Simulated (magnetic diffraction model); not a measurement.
# Magnetic neutron pattern of Ca2Mn2PbO7

Space group P2_1 (no. 4), a = 5.1790 Å, b = 7.9200 Å, c = 8.0670 Å, β = 90.03°.

| site | atom | x | y | z |
| --- | --- | --- | --- | --- |
| 2a | Pb | 0.9403 | 0.6382 | 0.6066 |
| 2a | Mn | 0.9533 | 0.3581 | 0.8936 |
| 2a | Mn | 0.0107 | 0.0024 | 0.7507 |
| 2a | Ca | 0.5106 | 0.8360 | 0.3941 |
| 2a | Ca | 0.5096 | 0.1629 | 0.0783 |
| 2a | O | 0.2619 | 0.6425 | 0.6088 |
| 2a | O | 0.3209 | 0.3681 | 0.8861 |
| 2a | O | 0.8106 | 0.8252 | 0.6501 |
| 2a | O | 0.7897 | 0.1633 | 0.8344 |
| 2a | O | 0.2169 | 0.9124 | 0.9127 |
| 2a | O | 0.1964 | 0.0995 | 0.5773 |
| 2a | O | 0.1968 | 0.0068 | 0.2628 |

This is a made-up structure (elements placed in a structure type, unrelaxed), so the numbers test the method and describe no known phase.

Only Mn is taken to order (form factors of Mn4+); orders and moment sizes are assumed, and not adapted to the symmetry. Radiation: neutrons of λ = 2.41 Å, 3° to 40°; isotropic B of 0.18 Å² (Pb), 0.25 Å² (Mn), 0.27 Å² (Ca) and 0.29 Å² (O). Simulated constant-wavelength pattern: nuclear and magnetic terms add, the magnetic one as |2.695 fm × Σ f S⊥ exp(2πi Q·r) exp(−B s²)|², summed over all Q at one angle with the factor 1/(sin²θ cos θ). For collinear order S is the moment m, which repeats by lattice and centring translations R with the sign exp(−2πi k·R). Free-ion form factors, Sears's scattering lengths of 1992, no absorption; a label names one of the reflections at its angle. The strongest nuclear line in the range is 100, and lines under 0.2 are left out.

Assume the order k = (0 0 0), collinear moments along [111], 2.52 μB on Mn; signs + at (0.9533, 0.3581, 0.8936), − at (0.0467, 0.8581, 0.1064), + at (0.0107, 0.0024, 0.7507), + at (0.9893, 0.5024, 0.2493).

Q: Where does magnetic intensity appear, and how strong is it?

| 2θ (°) | index | nuclear | magnetic |
| --- | --- | --- | --- |
| 17.18 | (0 0 1) | 94.5 | 7.4 |
| 17.50 | (0 1 0) | 0.0 | 19.0 |
| 24.62 | (0 1 1) | 100.0 | 45.0 |
| 26.91 | (1 0 0) | 1.6 | 11.3 |
| 32.09 | (1 0 -1) | 21.0 | 1.2 |
| 32.11 | (1 0 1) | 62.3 | 3.0 |
| 32.28 | (1 1 0) | 9.6 | 11.3 |
| 34.77 | (0 0 2) | 7.8 | 8.0 |
| 35.43 | (0 2 0) | 45.3 | 4.0 |
| 36.79 | (1 1 -1) | 73.5 | 21.0 |
| 36.80 | (1 1 1) | 1.8 | 12.9 |
| 39.18 | (0 1 2) | 57.5 | 0.3 |
| 39.63 | (0 2 1) | 35.0 | 2.4 |

The strongest magnetic line in the range is (0 1 1) at 24.62° (45.0). On top of the Lorentz factor, which all lines share, magnetic lines fade with angle because f falls: for Mn4+ it is 0.92, 0.73, 0.50 and 0.17 at sin θ/λ = 0.1, 0.2, 0.3 and 0.5 Å⁻¹, while nuclear lengths stay constant. The net moment is 5.04 μB a primitive cell.
